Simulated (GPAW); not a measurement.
## Y L₃ ELNES/XANES of YSi2 (P6/mmm) from DFT

Aim: the near-edge shape at the Y L₃ edge of YSi2 (P6/mmm), and what the core hole does to it.

Program: GPAW 26.7.0. Level of theory: X-ray absorption from dipole matrix elements to empty bands, plane-wave PAW LDA. Results are calculated unless marked as measured.

### 1. The structure

It takes space group P6/mmm (No. 191, hexagonal). Conventional cell: a = 3.850 Å, b = 3.850 Å, c = 4.140 Å, α = 90.00°, β = 90.00°, γ = 120.00°. Y has 12 Si at 3.04 Å nearest. Si has 3 Si at 2.22 Å and 6 Y at 3.04 Å nearest. Farther neighbours are not listed.

### 2. Ground state of the crystal

The ground state comes first: it tells whether the system has a gap, which decides how the excited electron is treated.

scf.py reads:

```python
import numpy as np
from ase import Atoms
from ase.parallel import parprint, paropen
from gpaw import GPAW, PW, FermiDirac, Mixer, MixerDif, setup_paths
from gpaw.test import gen
setup_paths.insert(0, '.')
gen('Y', name='nch2p', xcname='LDA', corehole=(2, 1, 0), write_xml=True)
from gpaw.mpi import world
world.barrier()

atoms = Atoms('YSi2',
    cell=[[3.85, 0, 0],
     [-1.925, 3.3341978, 0],
     [0, 0, 4.14]],
    scaled_positions=[[0, 0, 0],
     [0.66666667, 0.33333333, 0.5],
     [0.33333333, 0.66666667, 0.5]],
    pbc=True)
atoms.calc = calc = GPAW(legacy_gpaw=True, mode=PW(430), xc='LDA', setups={0: 'nch2p'},
    kpts={'size': (7, 7, 6), 'gamma': True}, occupations=FermiDirac(0.05),
    charge=0, mixer=Mixer(0.1, 5, 50), maxiter=150,
    convergence={'density': 0.0001}, txt='scf.txt')
energy = atoms.get_potential_energy() + calc.get_reference_energy()
ef = calc.get_fermi_level()
out = dict(energy=energy, fermi=ef, forces=atoms.get_forces().tolist())
parprint(f'all-electron energy {energy:.4f} eV, Fermi level {ef:.4f} eV')
ev = np.array([[calc.get_eigenvalues(k, s) for k in range(len(calc.get_ibz_k_points()))] for s in range(calc.get_number_of_spins())])
out['homo'], out['lumo'], out['counts'] = ev[ev < ef].max(), ev[ev > ef].min(), sorted(set((ev < ef).sum((0, 2)).tolist()))
out['filled'] = (ev[:, 0] < ef).sum(1).tolist()
import json
with paropen('out.json', 'w') as f:
    json.dump(out, f)
```

Run with:

```
> OMP_NUM_THREADS=1 mpirun -n 4 gpaw python scf.py
```

Numbers of over 12 decimals in the logs are rounded to 6 here.

Output:

```text
Input parameters:
  convergence: {density: 0.0001}
  kpts: {gamma: True,
         size: (7, 7, 6)}
  maxiter: 150
  mixer: {backend: pulay,
          beta: 0.1,
          method: separate,
          nmaxold: 5,
          weight: 50}
  mode: {ecut: 430.0,
         name: pw}
  occupations: {fixmagmom: False,
                name: fermi-dirac,
                width: 0.05}
  setups: {0: nch2p}

Initialize ...

[... PAW data sets ...]

Reference energy: -107705.312789  # eV

Spin-paired calculation

[... convergence settings ...]
Symmetries present (total): 8
  [... symmetry matrices ...]

294 k-points: 7 x 7 x 6 Monkhorst-Pack grid + [0.000000,0.000000,1/12]
64 k-points in the irreducible part of the Brillouin zone
       k-points in crystal coordinates                weights
   0:     0.00000000    0.00000000    0.00000000          1/294
   1:     0.00000000    0.00000000    0.16666667          2/294
   2:     0.00000000    0.00000000    0.33333333          2/294
   3:     0.00000000    0.00000000    0.50000000          1/294
   4:     0.00000000    0.14285714    0.00000000          2/294
   5:     0.00000000    0.14285714    0.16666667          4/294
   6:     0.00000000    0.14285714    0.33333333          4/294
   7:     0.00000000    0.14285714    0.50000000          2/294
   8:     0.00000000    0.28571429    0.00000000          2/294
   9:     0.00000000    0.28571429    0.16666667          4/294
          ...
  63:     0.42857143    0.42857143    0.50000000          4/294

Wave functions: Plane wave expansion
  Cutoff energy: 430.000 eV
  Number of coefficients (min, max): 1056, 1105
  Pulay-stress correction: 0.000000 eV/Ang^3 (de/decut=0.000000)
  Using FFTW library
  Wavefunction extrapolation:
    Improved wavefunction reuse through dual PAW basis

Occupation numbers: Fermi-Dirac:
  width: 0.0500  # eV

Eigensolver
   Davidson(niter=2)

Densities:
  Coarse grid: 20*20*20 grid
  Fine grid: 40*40*40 grid
  Total Charge: 0.000000

Density mixing:
  Method: separate
  Backend: pulay
  Linear mixing parameter: 0.1
  old densities: 5
  Width of damping distribution: 1.1
  Damping of long wavelength oscillations: 50

[... Hamiltonian set-up ...]
Number of atoms: 3
Number of atomic orbitals: 21
Number of bands in calculation: 16
Number of valence electrons: 19
Bands to converge: occupied

... initialized

Initializing position-dependent things.

Density initialized from atomic densities
Creating initial wave functions:
  16 bands from LCAO basis set

         Si  Si

       Y

Atomic positions and initial magnetic moments

Positions:
   0 Y      0.000000    0.000000    0.000000    ( 0.0000,  0.0000,  0.0000)
   1 Si     1.925000    1.111399    2.070000    ( 0.0000,  0.0000,  0.0000)
   2 Si    -0.000000    2.222799    2.070000    ( 0.0000,  0.0000,  0.0000)

Unit cell:
           periodic     x           y           z      points  spacing
  1. axis:    yes    3.850000    0.000000    0.000000    20     0.1667
  2. axis:    yes   -1.925000    3.334198    0.000000    20     0.1667
  3. axis:    yes    0.000000    0.000000    4.140000    20     0.2070

  Lengths:   3.850000   3.850000   4.140000
  Angles:   90.000000  90.000000 120.000000

Effective grid spacing dv^(1/3) = 0.1880

iter:   1   -19.003854
iter:   2   -18.917864   -1.33  -1.20
iter:   3   -18.780887   -1.53  -1.26
iter:   4   -18.839695   -2.17  -1.51
iter:   5   -18.799297   -1.91  -1.44
iter:   6   -18.800382   -2.81  -2.37
iter:   7   -18.798972c  -3.53  -2.64
iter:   8   -18.798784c  -4.66  -2.92
iter:   9   -18.798827c  -4.96  -3.36
iter:  10   -18.798768c  -5.34  -3.38
iter:  11   -18.798769c  -6.82  -4.28c
iter:  12   -18.798769c  -8.42c -4.35c

Converged after 12 iterations.

Dipole moment: (0.000000, -0.000000, -0.000000) |e|*Ang

Energy contributions relative to reference atoms: (reference = -107705.312789)

Kinetic:        +25.393586
Potential:      -18.429854
External:        +0.000000
XC:             -25.524181
Entropy (-ST):   -0.012339
Local:           -0.232151
SIC:             +0.000000
--------------------------
Free energy:    -18.804939
Extrapolated:   -18.798769

Showing only first 2 kpts
 Kpt  Band  Eigenvalues  Occupancy
  0     7      6.21055    2.00000
  0     8      7.32756    2.00000
  0     9      9.30194    1.92999
  0    10     10.50883    0.00000

  1     7      6.09879    2.00000
  1     8      8.65563    2.00000
  1     9      9.47624    0.91545
  1    10      9.55734    0.28581

Fermi level: 9.46777

No gap
No difference between direct/indirect transitions

Forces in eV/Ang:
  0 Y     0.00000    0.00000    0.00000
  1 Si    0.00000   -0.00000    0.00000
  2 Si    0.00000    0.00000    0.00000
Scalar-relativistic atomic LDA calculation for Y (Yttrium, Z=39)
Core hole in 2p state (2p occupation: 6.0)
750 radial gridpoints.
|------------------------------------------------|
|------------------------------------------------|
[... the atom generator's iteration count ...]

Energy contributions:
-------------------------
Kinetic:    +3468.645094
XC:          -105.479064
Potential:  -6743.658531
-------------------------
Total:      -3380.492502

state      eigenvalue         ekin         rmax
-----------------------------------------------
1s^2.0 :  -618.543443   785.386613        0.025
2s^2.0 :   -84.799187   156.853497        0.141
2p^6.0 :   -75.594584   151.889632        0.113
3s^2.0 :   -13.512336    39.809453        0.422
3p^6.0 :   -10.520490    36.681922        0.416
3d^10.0:    -5.564517    31.548104        0.361
4s^2.0 :    -1.763072     8.054635        1.128
4p^6.0 :    -1.027192     6.241997        1.244
4d^1.0 :    -0.097195     2.169838        1.804
5s^2.0 :    -0.155371     0.952255        3.320
5p^0.0 :    -0.054980     0.500247        4.410
-----------------------------------------------
(units: Bohr and Hartree)

Generating PAW setup
Kinetic energy of the core from tauc = 3468.026130082391
Cutoffs:
rc(s)=2.510
rc(p)=2.490
rc(d)=2.430
rc(vbar)=2.450
rc(comp)=2.410
rc(nct)=2.510

Kinetic energy of the core states: 3411.009492
Charge: 0.0
Core electrons: 28.0
Valence electrons: 11.0
Pseudo-core charge: 0.003786
Shape function alpha=1.722
Pseudo-electron charge 7.472037
state    eigenvalue         norm
--------------------------------
4s(2) :    -1.763072     0.685202
5s(2) :    -0.155371     0.971849
4p(6) :    -1.027192     0.548140
5p(0) :    -0.054980     0.976393
4d(1) :    -0.097195     0.865310
*d    :     0.902805
--------------------------------

Diagonalizing with gridspacing h=0.050

state   all-electron     PAW
-------------------------------
4s:      -1.763072    -1.763529
4p:      -1.027192    -1.027856
4d:      -0.097195    -0.097523
*f:                    0.059866
-------------------------------
all-electron energy -107724.1116 eV, Fermi level 9.4678 eV
```

The job ended after 6.4 s (4 MPI ranks of Arm Neoverse V2, shared host; peak memory 0.17 GiB; 25 s of CPU time).

The mesh shows no gap, so the system is treated as a metal and the core electron is put at the Fermi level (neutral cell).

### 3. Spectrum without a core hole, Y atom 1

This cheap baseline ignores the attraction of the hole: it shows the absorber's empty states as they are in the ground state. The data set with a hole of occupation 0 only carries the core orbital.

The absorber has 12 Si at 3.04 Å (12-fold, site symmetry 6/mmm).

xas.py reads:

```python
import numpy as np
from ase import Atoms
from ase.parallel import parprint, paropen
from gpaw import GPAW, PW, FermiDirac, Mixer, MixerDif, setup_paths
from gpaw.test import gen
setup_paths.insert(0, '.')
gen('Y', name='nch2p', xcname='LDA', corehole=(2, 1, 0), write_xml=True)
from gpaw.mpi import world
world.barrier()

atoms = Atoms('YSi2',
    cell=[[3.85, 0, 0],
     [-1.925, 3.3341978, 0],
     [0, 0, 4.14]],
    scaled_positions=[[0, 0, 0],
     [0.66666667, 0.33333333, 0.5],
     [0.33333333, 0.66666667, 0.5]],
    pbc=True)
atoms.calc = calc = GPAW(legacy_gpaw=True, mode=PW(430), xc='LDA', setups={0: 'nch2p'},
    kpts={'size': (10, 10, 8), 'gamma': True}, occupations=FermiDirac(0.1),
    charge=0, mixer=Mixer(0.1, 5, 50), maxiter=150,
    convergence={'density': 0.0001}, txt='scf.txt')
energy = atoms.get_potential_energy() + calc.get_reference_energy()
ef = calc.get_fermi_level()
out = dict(energy=energy, fermi=ef, forces=atoms.get_forces().tolist())
parprint(f'all-electron energy {energy:.4f} eV, Fermi level {ef:.4f} eV')
ev = np.array([[calc.get_eigenvalues(k, s) for k in range(len(calc.get_ibz_k_points()))] for s in range(calc.get_number_of_spins())])
out['homo'], out['lumo'], out['counts'] = ev[ev < ef].max(), ev[ev > ef].min(), sorted(set((ev < ef).sum((0, 2)).tolist()))
out['filled'] = (ev[:, 0] < ef).sum(1).tolist()

from ase.units import Ha
from gpaw.xas import dipole_matrix_elements
nb = int(calc.get_number_of_electrons() / 2) + 40
top = nb
nscf = calc.fixed_density(kpts={'size': (6, 6, 5), 'gamma': True},
    convergence={'eigenstates': 1.0}, txt='nscf.txt')
nscf.diagonalize_full_hamiltonian(nbands=nb)
cell = atoms.cell.array
ops = [cell.T @ U.T @ np.linalg.inv(cell.T) for U in nscf.wfs.kd.symmetry.op_scc]
E = np.arange(-25, 34, 0.1)
fwhm = np.interp(E, [4, 25], [1.5, 3.5])
Y, X, zero, highest = 0, 0, 1e9, 1e9
for spin in range(nscf.get_number_of_spins()):
    wfs = nscf.wfs
    A = dipole_matrix_elements(wfs.setups[0])
    eps = np.zeros((wfs.kd.nibzkpts, nb))
    d = np.zeros((3, A.shape[1], wfs.kd.nibzkpts, nb), complex)
    for kpt in wfs.kpt_u:
        if kpt.s == spin and 0 in kpt.P_ani:
            eps[kpt.k] = kpt.eps_n * Ha
            d[:, :, kpt.k] = (kpt.weight * wfs.nspins / 2) ** 0.5 * np.inner(A, kpt.P_ani[0])
    world.sum(eps)
    world.sum(d)
    T = np.einsum('amkn,bmkn->abkn', d, d.conj()).real
    T = sum(np.einsum('ai,ijkn,bj->abkn', R, T, R) for R in ops) / len(ops)
    empty = eps > ef
    zero, highest = min(zero, eps[empty].min()), min(highest, eps[:, top - 1].min())
    lines = [(eps, T, empty)] if spin == 0 else lines + [(eps, T, empty)]
for eps, T, empty in lines:
    f = np.einsum('aakn->akn', T).reshape(3, -1)
    x = eps.ravel() - zero
    w = np.interp(x, E, fwhm) / 2.35482
    g = np.exp(-0.5 * ((E[:, None] - x) / w) ** 2) / (w * (2 * np.pi) ** 0.5)
    Y = Y + (f * empty.ravel()) @ g.T
    X = X + (f * ~empty.ravel()) @ g.T
out.update(E=E.round(2).tolist(), xas=Y.tolist(), xes=X.tolist(), zero=zero, valid=highest - zero, nk=len(eps), nb=nb)
for i in range(0, len(E), 10):
    parprint(f'{E[i]:7.2f}', *(f'{v:10.3e}' for v in Y[:, i]))
import json
with paropen('out.json', 'w') as f:
    json.dump(out, f)
```

Run with:

```
> OMP_NUM_THREADS=1 mpirun -n 4 gpaw python xas.py
```

Output:

```text
Input parameters:
  convergence: {density: 0.0001}
  kpts: {gamma: True,
         size: (10, 10, 8)}
  maxiter: 150
  mixer: {backend: pulay,
          beta: 0.1,
          method: separate,
          nmaxold: 5,
          weight: 50}
  mode: {ecut: 430.0,
         name: pw}
  occupations: {fixmagmom: False,
                name: fermi-dirac,
                width: 0.1}
  setups: {0: nch2p}

Initialize ...

[...]
*d    :     0.902805
--------------------------------

Diagonalizing with gridspacing h=0.050

state   all-electron     PAW
-------------------------------
4s:      -1.763072    -1.763529
4p:      -1.027192    -1.027856
4d:      -0.097195    -0.097523
*f:                    0.059866
-------------------------------
all-electron energy -107724.0991 eV, Fermi level 9.3245 eV
[...]
32.00  1.911e-05  1.911e-05  1.927e-05
  33.00  1.813e-05  1.813e-05  1.826e-05
[key lines of the parts left out:]
Converged after 12 iterations.
Dipole moment: (0.000000, -0.000000, -0.000000) |e|*Ang
Free energy:    -18.814500
Fermi level: 9.32448
```

Run time: 52 s. Hardware: 4 MPI ranks; peak memory 0.33 GiB; 3.4 min of CPU time.

The Y L₃ spectrum, Y atom 1, no core hole (energy from the lowest empty level; intensity scaled to a mean of 1 over the first 20 eV; polarised curves are means over the symmetry-equivalent atoms):

```
E (eV)  isotropic  ε ⊥ c  ε ∥ c
  -2.0       0.00   0.00   0.00
  -1.0       0.03   0.03   0.03
   0.0       0.28   0.27   0.30
   1.0       0.74   0.75   0.73
   2.0       1.40   1.40   1.41
   3.0       1.97   1.97   1.95
   4.0       2.52   2.58   2.42
   5.0       1.72   1.72   1.72
   6.0       1.36   1.33   1.40
   7.0       1.28   1.26   1.32
   8.0       1.06   1.06   1.06
   9.0       0.95   0.93   0.99
  10.0       0.80   0.77   0.86
  11.0       0.62   0.61   0.66
  12.0       0.63   0.64   0.59
  13.0       0.66   0.69   0.61
  14.0       0.62   0.63   0.60
  15.0       0.56   0.55   0.56
  16.0       0.55   0.55   0.54
  17.0       0.62   0.64   0.58
  18.0       0.70   0.72   0.65
  19.0       0.67   0.68   0.65
  20.0       0.55   0.55   0.55
  21.0       0.46   0.46   0.47
  22.0       0.42   0.42   0.43
  23.0       0.40   0.39   0.42
  24.0       0.41   0.40   0.42
  25.0       0.46   0.46   0.46
  26.0       0.57   0.56   0.57
  27.0       0.70   0.69   0.73
  28.0       0.82   0.80   0.86
  29.0       0.88   0.87   0.91
  30.0       0.91   0.90   0.92
  31.0       0.91   0.91   0.92
```

Main maxima below 30 eV (height): 4.0 eV (2.52), 13.0 eV (0.66) and 18.2 eV (0.70). At an L edge the dipole rule selects empty d (and weakly s) states on the absorber, and the strong line at the onset measures the empty part of its d band.

The same matrix elements for filled bands give the Y L₃ emission of Y atom 1 (ground-state approximation; energy from the lowest empty level, largest value 1):

```
E (eV)  emission
-24.00      0.00
-23.25      0.00
-22.50      0.00
-21.75      0.00
-21.00      0.00
-20.25      0.00
-19.50      0.00
-18.75      0.00
-18.00      0.00
-17.25      0.00
-16.50      0.00
-15.75      0.00
-15.00      0.00
-14.25      0.00
-13.50      0.00
-12.75      0.01
-12.00      0.02
-11.25      0.03
-10.50      0.04
 -9.75      0.03
 -9.00      0.04
 -8.25      0.05
 -7.50      0.05
 -6.75      0.06
 -6.00      0.12
 -5.25      0.22
 -4.50      0.31
 -3.75      0.50
 -3.00      0.74
 -2.25      0.89
 -1.50      0.98
 -0.75      0.92
  0.00      0.47
  0.75      0.10
  1.50      0.01
  2.25      0.00
  3.00      0.00
```

Emission maxima: -1.2 eV (1.00).

### 4. Supercell without a hole, the energy reference

The photon energy needs a difference of total energies, so the cell and mesh of the coming hole run are first run without a hole.

scf.py: that of step 2 with these lines changed.

```diff
@@ -10,12 +10,27 @@
 
-atoms = Atoms('YSi2',
-    cell=[[3.85, 0, 0],
-     [-1.925, 3.3341978, 0],
-     [0, 0, 4.14]],
+atoms = Atoms('Y6Si12',
+    cell=[[5.775, -3.3341978, 0],
+     [-5.775, -3.3341978, 0],
+     [0, 0, -8.28]],
     scaled_positions=[[0, 0, 0],
+     [0.66666667, 0.33333333, 0],
+     [0, 0, 0.5],
+     [0.33333333, 0.66666667, 0],
      [0.66666667, 0.33333333, 0.5],
-     [0.33333333, 0.66666667, 0.5]],
+     [0.33333333, 0.66666667, 0.5],
+     [0, 0.66666667, 0.75],
+     [0.66666667, 0, 0.75],
+     [0, 0.66666667, 0.25],
+     [0.33333333, 0.33333333, 0.75],
+     [0.66666667, 0, 0.25],
+     [0.33333333, 0.33333333, 0.25],
+     [0.66666667, 0.66666667, 0.75],
+     [0.33333333, 0, 0.75],
+     [0.66666667, 0.66666667, 0.25],
+     [0, 0.33333333, 0.75],
+     [0.33333333, 0, 0.25],
+     [0, 0.33333333, 0.25]],
     pbc=True)
 atoms.calc = calc = GPAW(legacy_gpaw=True, mode=PW(430), xc='LDA', setups={0: 'nch2p'},
-    kpts={'size': (7, 7, 6), 'gamma': True}, occupations=FermiDirac(0.05),
+    kpts={'size': (3, 3, 2), 'gamma': True}, occupations=FermiDirac(0.1),
     charge=0, mixer=Mixer(0.1, 5, 50), maxiter=150,
```

Run with:

```
> OMP_NUM_THREADS=1 mpirun -n 4 gpaw python scf.py
```

Output:

```text
Input parameters:
  convergence: {density: 0.0001}
  kpts: {gamma: True,
         size: (3, 3, 2)}
  maxiter: 150
  mixer: {backend: pulay,
          beta: 0.1,
          method: separate,
          nmaxold: 5,
          weight: 50}
  mode: {ecut: 430.0,
         name: pw}
  occupations: {fixmagmom: False,
                name: fermi-dirac,
                width: 0.1}
  setups: {0: nch2p}

Initialize ...

[...]
5s(2) :    -0.155371     0.971849
4p(6) :    -1.027192     0.548140
5p(0) :    -0.054980     0.976393
4d(1) :    -0.097195     0.865310
*d    :     0.902805
--------------------------------

Diagonalizing with gridspacing h=0.050

state   all-electron     PAW
-------------------------------
4s:      -1.763072    -1.763529
4p:      -1.027192    -1.027856
4d:      -0.097195    -0.097523
*f:                    0.059866
-------------------------------
all-electron energy -646344.8466 eV, Fermi level 9.1383 eV
[key lines of the parts left out:]
Converged after 16 iterations.
Dipole moment: (0.000000, -0.000000, 0.000000) |e|*Ang
Free energy:   -113.075137
Fermi level: 9.13827
```

The job ended after 30 s (4 MPI ranks; peak memory 0.33 GiB).

Reference energy: -646344.847 eV with the cores included.

[end of part 1 of 3]

[Banner, clock and machine lines of the logs are left out without a mark of their own.]

[Logs are printed without paths, hosts, clocks, repeated set-up lines and the standing remarks that a program may print on its own settings, such as how far it seeks lower states.]

[Hosts, paths, dates, database ids (printed as entryN), source tags and the programs' standing remarks are cut or masked in the printed files.]

[Lists of maxima count a maximum above −3 eV only where it reaches 4 % of the highest in the window and stands out from its surroundings by 2 % of it (1.5 % where it reaches 55 %); shoulders and weaker maxima are passed over, and of the rest the first, up to two pre-edge ones and the few strongest are named.]
